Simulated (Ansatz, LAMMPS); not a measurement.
# Relaxing glassy nearly rigid 84SiO2-7CaO-5ZnO-5Li2O (mol %), from a frame at 1500 K (127 atoms), part 2 of 2

Wanted: the relaxed structure of glassy nearly rigid 84SiO2-7CaO-5ZnO-5Li2O (mol %), from a frame at 1500 K (127 atoms) and its electronic structure.

Ansatz 0.2.0; Kohn-Sham DFT, PBEsol, PAW (set soft_2), plane waves.

The cell: 37 Si, 3 Ca, 2 Zn, 4 Li and 81 O. The network of bonds at the start is that of the classical potential that made the cell. The Brillouin zone is sampled at Γ only, in a cell whose shortest periodic width is 12 Å.

So far, density (g/cm³): step 5 (distances and neighbours after relaxation) 2.48.

## (6) Single point at the relaxed geometry

One more single point at the end of the walk gives the fuller output and checks the residual forces.

input.yaml reads:

```yaml
crystal:
  lattice:
    - [12.05622, 0.0, 0.0]
    - [0.0, 12.05622, 0.0]
    - [0.0, 0.0, 12.05622]
  atoms:
    - { symbol: Si, position: [0.58661, 0.91459, 0.52545] }
    - { symbol: Si, position: [0.53201, 0.28677, 0.02875] }
    - { symbol: Si, position: [0.20367, 0.56706, 0.92823] }
    - { symbol: Si, position: [0.89161, 0.01525, 0.81638] }
    - { symbol: Si, position: [0.26838, 0.15884, 0.34885] }
    - { symbol: Si, position: [0.27127, 0.52471, 0.30957] }
    - { symbol: Si, position: [0.28395, 0.79071, 0.05529] }
    - { symbol: Si, position: [0.17266, 0.69818, 0.69899] }
    - { symbol: Si, position: [0.21968, 0.77681, 0.30151] }
    - { symbol: Si, position: [0.52537, 0.46031, 0.22984] }
    - { symbol: Si, position: [0.34899, 0.89326, 0.64669] }
    - { symbol: Si, position: [0.93096, 0.92798, 0.04918] }
    - { symbol: Si, position: [0.72105, 0.13781, 0.51734] }
    - { symbol: Si, position: [0.12779, 0.5065, 0.52774] }
    - { symbol: Si, position: [0.423, 0.45233, 0.86117] }
    - { symbol: Si, position: [0.75401, 0.60157, 0.91178] }
    - { symbol: Si, position: [0.18133, 0.0841, 0.58704] }
    - { symbol: Si, position: [0.08671, 0.29952, 0.67229] }
    - { symbol: Si, position: [0.9941, 0.86157, 0.39692] }
    - { symbol: Si, position: [0.98869, 0.2448, 0.88705] }
    - { symbol: Si, position: [0.40888, 0.94468, 0.33362] }
    - { symbol: Si, position: [0.42148, 0.08504, 0.78365] }
    - { symbol: Si, position: [0.90573, 0.6702, 0.07768] }
    - { symbol: Si, position: [0.50499, 0.84668, 0.11549] }
    - { symbol: Si, position: [0.03237, 0.90047, 0.65803] }
    - { symbol: Si, position: [0.76088, 0.35495, 0.93434] }
    - { symbol: Si, position: [0.94319, 0.28453, 0.26015] }
    - { symbol: Si, position: [0.76667, 0.73996, 0.44055] }
    - { symbol: Si, position: [0.67233, 0.67338, 0.21045] }
    - { symbol: Si, position: [0.04381, 0.058, 0.23251] }
    - { symbol: Si, position: [0.07529, 0.48852, 0.1366] }
    - { symbol: Si, position: [0.65681, 0.04992, 0.73358] }
    [... 89 atom lines left out ...]
    - { symbol: O, position: [0.55734, 0.08445, 0.82112] }
    - { symbol: O, position: [0.67817, 0.8116, 0.51113] }
    - { symbol: O, position: [0.80801, 0.30733, 0.26474] }
    - { symbol: O, position: [0.24904, 0.1682, 0.48812] }
    - { symbol: O, position: [0.21224, 0.79726, 0.16972] }
    - { symbol: O, position: [0.9877, 0.26755, 0.38782] }
kpoints:
  mp_grid: { grid: [1, 1, 1] }
hamiltonian:
  xc: pbesol
scf:
  occupations: { method: fermi_dirac, width: 0.129 }
output:
  forces: true
  stress: true
  populations: true
  dos:
    method: { smearing: { sigma: 0.1 } }
    de: 0.1
    projected: { site_lists: { Ca: [Ca], Li: [Li], O: [O], Si: [Si], Zn: [Zn] } }
  eigenvalues: true
  write_density: true
  write_potential: true
  volumetric_format: npy
```

On the command line:

```console
$ ansatz run input.yaml --threads 4 --pin off --max-ram 8192MiB --backend cpu --events-out ev --progress --plain --runs-dir out
```

Wall time 35 s (4 threads of Arm Neoverse V2, shared host); peak memory 2.6 GiB.

The program notes that the exchange-correlation potential is rough where the density is thin.

Read from the output:

```yaml
free_energy: -81315.6791 eV
free_energy_per_atom: -640.2809 eV/atom
scf_cycles: 10
pressure: -2.656 GPa
r_m_s_force_component: 0.01263 eV/Å
longest_force: 0.05593 eV/Å
fermi_energy: 5.056 eV
spacing_of_highest_filled_and_lowest_empty_level: 3.624 eV
spilling_of_the_projection: 0.01349
```

Löwdin charges by element and coordination (they lack the spilled electrons, 0.074 e an atom on average):

| element | coordination | atoms | mean charge (e) | spread | least | most |
| --- | --- | --- | --- | --- | --- | --- |
| Ca | all | 3 | 1.79 | 0.0175 | 1.76 | 1.81 |
| Ca | 4 | 1 | 1.81 | 0 | 1.81 | 1.81 |
| Ca | 5 | 1 | 1.76 | 0 | 1.76 | 1.76 |
| Ca | 6 | 1 | 1.79 | 0 | 1.79 | 1.79 |
| Li | all | 4 | 0.812 | 0.0177 | 0.787 | 0.831 |
| Li | 2 | 1 | 0.831 | 0 | 0.831 | 0.831 |
| Li | 3 | 2 | 0.816 | 0.0117 | 0.804 | 0.828 |
| Li | 4 | 1 | 0.787 | 0 | 0.787 | 0.787 |
| O | all | 81 | -0.811 | 0.0723 | -1.02 | -0.752 |
| O | 2 | 60 | -0.784 | 0.0396 | -0.961 | -0.752 |
| O | 3 | 20 | -0.883 | 0.0853 | -1.02 | -0.787 |
| O | 4 | 1 | -0.999 | 0 | -0.999 | -0.999 |
| Si | all | 37 | 1.72 | 0.0439 | 1.62 | 1.77 |
| Si | 4 | 35 | 1.72 | 0.0426 | 1.62 | 1.77 |
| Si | 5 | 2 | 1.66 | 0.0178 | 1.64 | 1.68 |
| Zn | all | 2 | 1.50 | 0.0093 | 1.49 | 1.51 |
| Zn | 3 | 1 | 1.51 | 0 | 1.51 | 1.51 |
| Zn | 4 | 1 | 1.49 | 0 | 1.49 | 1.49 |

States in the cell by windows of 1 eV, zero at the Fermi level; the larger projections on atomic orbitals stand beside the total:

```
from (eV)  to (eV)  total   O p  Si p
      -10       -9   24.4  17.5   3.3
       -9       -8   51.0  38.7  10.1
       -8       -7   34.5  21.4   4.4
       -7       -6   64.0  45.3   5.3
       -6       -5   85.6  75.2   4.2
       -5       -4   95.5  88.4   2.6
       -4       -3   81.3  76.9   1.3
       -3       -2   25.0  23.3   0.5
       -2       -1    2.0   1.9   0.1
       -1        1    0.0   0.0   0.0
        1        2    2.0   0.1   0.0
        2        3    2.2   0.3   0.2
        3        4   17.4   1.5   3.0
        4        5   45.3   3.2  10.0
```

Between -26 and -10 eV lie 223 more states.

The levels nearest the highest filled one (over half full), pooled over k-points and spins:

| level less the highest filled one (eV) | occupation |
| --- | --- |
| -0.685 | 2 |
| -0.680 | 2 |
| -0.640 | 2 |
| -0.513 | 2 |
| -0.293 | 2 |
| 0 | 2 |
| 3.62 | 0 |
| 4.55 | 0 |
| 4.94 | 0 |
| 5.07 | 0 |
| 5.20 | 0 |
| 5.23 | 0 |

Electrostatic potential energy in the ab plane at fractional z = 0.016, with atoms of Si and Ca and Zn and Li and O within 0.2 Å of it. With pseudopotentials it is smooth inside the atoms' cores, unlike the true potential.

Ten even steps from '0' (-39 eV) to '9' (10 eV), each cell a mean:
```
8999999987786445763478888874675225
7899999941168888820048989986762002
7899999840169999852378876899874225
9999999864478999888898632589988778
9999998730037899989998743589999878
9999998741147889999999988899998889
9999998424688999999999999999877778
9999996103899999999999999998864468
9999998547999999999999999888875578
9999988788999999999999998888888889
9998787788999999999999999899999999
9951048889999999999999996579999999
9950038999999999999999984259999999
9987689999999999999999998789999999
9999998899999999988899998778899999
9999988889999998643478888777899999
9999988889999997300045215888888999
9999999999999997300043004899999999
9998999999999998754577668999999999
9998999999999999636888888999999999
9999999999999998646886446789999999
9999999999987556889861001689999999
9999988899873102589851001689999999
9999988999973001589875336888998778
```
Columns run along a (12.1 Å; values clipped at the 3rd and 97th percentile), rows up along b (12.1 Å). Atoms in or near the plane, at fractional coordinates: Si at (0.53, 0.29), Ca at (0.67, 0.07), Zn at (0.41, 0.03), Li at (0.70, 0.83), O at (0.55, 0.93), O at (0.11, 0.49).

Valence density in the ab plane at fractional z = 0.016, with atoms of Si and Ca and Zn and Li and O within 0.2 Å of it. It is the smooth field of the valence electrons, not physical close to the nuclei.

Values in e/Å³, 13 rows by 16 columns, each cell a mean:
```
 0  0  0  0  2  1  1  1  3  2  0  0  1  1  0  0
 0  0  0  1  3  1  0  0  2  1  0  2  0  0  0  0
 0  0  0  0  0  0  0  0  0  0  0  3  0  0  0  1
 0  0  0  2  2  0  0  0  0  0  0  0  0  0  0  0
 0  0  0  2  2  0  0  0  0  0  0  0  0  0  1  0
 0  0  0  0  0  0  0  0  0  0  0  0  0  0  0  0
 0  4  3  0  0  0  0  0  0  0  0  2  1  0  0  0
 0  1  1  0  0  0  0  0  0  0  0  0  0  0  0  0
 0  0  0  0  0  0  0  0  0  0  1  1  0  0  1  0
 0  0  0  0  0  0  0  0  0  1  4  2  0  0  0  0
 0  1  0  0  0  0  0  1  2  0  0  0  0  0  0  0
 0  0  0  0  0  0  1  1  1  1  3  2  0  0  0  0
 0  0  0  0  0  1 15  4  0  0  3  2  0  0  0  0
```
Columns run along a (12.1 Å), rows up along b (12.1 Å). Atoms in or near the plane, at fractional coordinates: Si at (0.53, 0.29), Ca at (0.67, 0.07), Zn at (0.41, 0.03), Li at (0.70, 0.83), O at (0.55, 0.93), O at (0.11, 0.49).

Mean Löwdin charges: Ca +1.79, Li +0.81, O -0.81, Si +1.72, Zn +1.50 e (they miss 1.3 % of the electrons, so they add up to more than the cell's charge).

Local excerpt of 8 atoms (numbers count through the whole input) about O110, which has 3 bonded neighbours where the commonest count for O is 2; x, y, z are measured from there.

```
atom      x      y      z  distance (Å)  bonds  Löwdin charge (e)
O110   0.00   0.00   0.00          0.00      3              -0.84
Si11  -1.36   0.55   0.74          1.65      4               1.67
 Si1   1.50   0.81  -0.72          1.85      5               1.68
Li43  -0.38  -1.74  -0.74          1.93      2               0.83
 O80   0.63   0.70  -2.19          2.38      2              -0.78
 O88   1.92   1.15   0.94          2.42      2              -0.78
 O78  -2.15  -0.86   1.15          2.59      2              -0.79
 O55  -0.91   1.27   2.12          2.64      2              -0.80
```

The column of bonds counts only the pairs O-Si within 2.16 Å, O-Li within 2.38 Å, O-Ca within 2.88 Å, O-Zn within 2.33 Å; other neighbours, such as metal atoms beside each other in a compound, aren't counted, and periodic images can show an atom twice.

## (7) A repeat

The input is that of the reference in all keys that bear on the result, so the run is a repeat.

input.yaml reads:

```yaml
crystal:
  lattice:
    - [12.05622, 0.0, 0.0]
    - [0.0, 12.05622, 0.0]
    - [0.0, 0.0, 12.05622]
  atoms:
    [... the 127 atom lines of step 3 ...]
kpoints:
  mp_grid: { grid: [1, 1, 1], shift: [0.0, 0.0, 0.0] }
hamiltonian:
  xc: pbesol
scf:
  occupations: { method: fermi_dirac, width: 0.129 }
output:
  forces: true
  stress: true
  populations: intrinsic
  dos:
    method: { smearing: { sigma: 0.15 } }
    de: 0.1
    projected: { site_lists: { Ca: [Ca], Li: [Li], O: [O], Si: [Si], Zn: [Zn] } }
  eigenvalues: true
```

Elapsed: 37 s, on 4 threads; peak memory 2.6 GiB; 2.4 min of CPU time.

Geometry and reference: those of the single point at the start.

Forces differ from those of the single point at the start by 0 meV/Å r.m.s., 0 % of their size. It took 1.0 times the reference's time (shared host, so rough).

## (8) Outcome

```
energy change in the relaxation                  : -267.5 meV/atom
r.m.s. displacement                              : 0.486 Å
largest displacement                             : 1.302 Å
free energy per atom                             : -640.2809 eV/atom
pressure                                         : -2.656 GPa
r.m.s. force component                           : 0.01263 eV/Å
gap (highest filled to lowest empty level) : 3.624 eV
wall time of the 4 DFT runs                      : 7.3 min
```

**Reading.** Relaxation lowers the energy by 267 meV/atom and moves atoms by 0.49 Å r.m.s.; the r.m.s. force component goes from 2.5 to 0.013 eV/Å, the pressure goes from 1.3 to -2.7 GPa, and the gap from 1.97 to 3.62 eV. By the final cutoffs 3 of 177 bonded pairs parted and 10 joined. First to last step the energy falls by 33.971 eV; the largest move, 1.30 Å, is that of Ca38. The O-Ca bonds change most in mean length: from 2.454 Å (spread 0.220) to 2.393 Å (spread 0.143), and their number from 12 to 15. With the cutoffs above, 50 % of Li atoms have 3, 74 % of O atoms have 2 and 95 % of Si atoms have 4 bonded neighbours. Counting bonds to Si alone, not to Zn, 85 % of the oxygens join two of these atoms and 15 % one. Filled and empty levels are parted by 3.62 eV (at Γ alone); a semilocal functional tends to put such gaps too low. In a disordered cell it changes from sample to sample, and tail or defect levels can set it.

Caveats: The network of bonds at the start is that of the classical potential that made the cell; in DFT 3 of its 177 bonded pairs passed out of the cutoffs and 10 came within them. The stress is far from hydrostatic: its diagonal is -4.2, -2.8, -1.0 GPa, compression counted positive. The pressure of -2.7 GPa means that a free cell would contract at this level.

[Logs are printed without paths, hosts, clocks, repeated set-up lines and the standing remarks that a program may print on its own settings, such as how far it seeks lower states.]

[Hosts, paths, dates, database ids (printed as entryN), source tags and the programs' standing remarks are cut or masked in the printed files.]
